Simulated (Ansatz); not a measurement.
Na (Im-3m): Drude plasma energy against volume

The cell of Na (Im-3m) is scaled evenly and the response computed anew at each volume, on one mesh.

It takes space group Im-3m (No. 229, cubic). The conventional cell has a = 4.282 Å, b = 4.282 Å, c = 4.282 Å, α = 90.00°, β = 90.00°, γ = 90.00°. Around Na on site a lie 8 Na at 3.71 Å.

Method: Ansatz 0.2.0, r2SCAN, independent particles, k-mesh 14×14×14 with interpolation inside its cells, Gaussian parameter 0.1 eV.

Launch of the response step: `ansatz run input.yaml --threads 4 --pin off --max-ram 8192MiB --backend cpu --events-out ev --progress --plain --runs-dir out`. The series took 1.9 min in all, on 4 threads of Intel(R) Xeon(R) Processor @ 2.50GHz (Skylake/Cascade Lake) (shared host).

```
V/V₀  V (Å³, primitive cell)  Drude plasma energy (eV)
0.94                   36.90                     6.172
0.96                   37.69                     6.116
0.98                   38.47                     6.060
1.00                   39.26                     6.007
1.02                   40.04                     5.954
1.04                   40.83                     5.904
1.06                   41.61                         ?
```

For small changes the quantity should be close to linear in ln V.

Working, on the rows shown:

| x = ln(V/V₀) | y = Drude plasma energy |
| --- | --- |
| -0.0618754 | 6.172 |
| -0.040822 | 6.116 |
| -0.0202027 | 6.06 |
| 0 | 6.007 |
| 0.0198026 | 5.954 |
| 0.0392207 | 5.904 |

Means: x̄ = -0.010646, ȳ = 6.0355. Σ(x − x̄)(y − ȳ) = -0.019, Σ(x − x̄)² = 0.007154. Slope = -0.019 / 0.007154 = -2.656; intercept = ȳ − slope · x̄ = 6.0072. The line misses the rows shown by at most 0.00094 eV.

Q: Fill in the last column of the withheld row.

A: At x = 0.058269 the line gives y = 5.8525 eV. The run gave 5.854 eV, so the extrapolation is off by 0.0015 eV, 0.5 % of the range in the table.

Between the rows on either side of x = 0 the slope is (5.954 − 6.06) / (0.019803 − (-0.020203)) = -2.65. So d ln ωp/d ln V = -0.44; free electrons would give −0.50. The cell comes from an older database entry, whose edges can be off by a per cent or so. The values come from a sum over the points of one k-mesh and carry its error, which is largest for Fermi-surface quantities.

[Logs are printed without paths, hosts, clocks, repeated set-up lines and the standing remarks that a program may print on its own settings, such as how far it seeks lower states.]
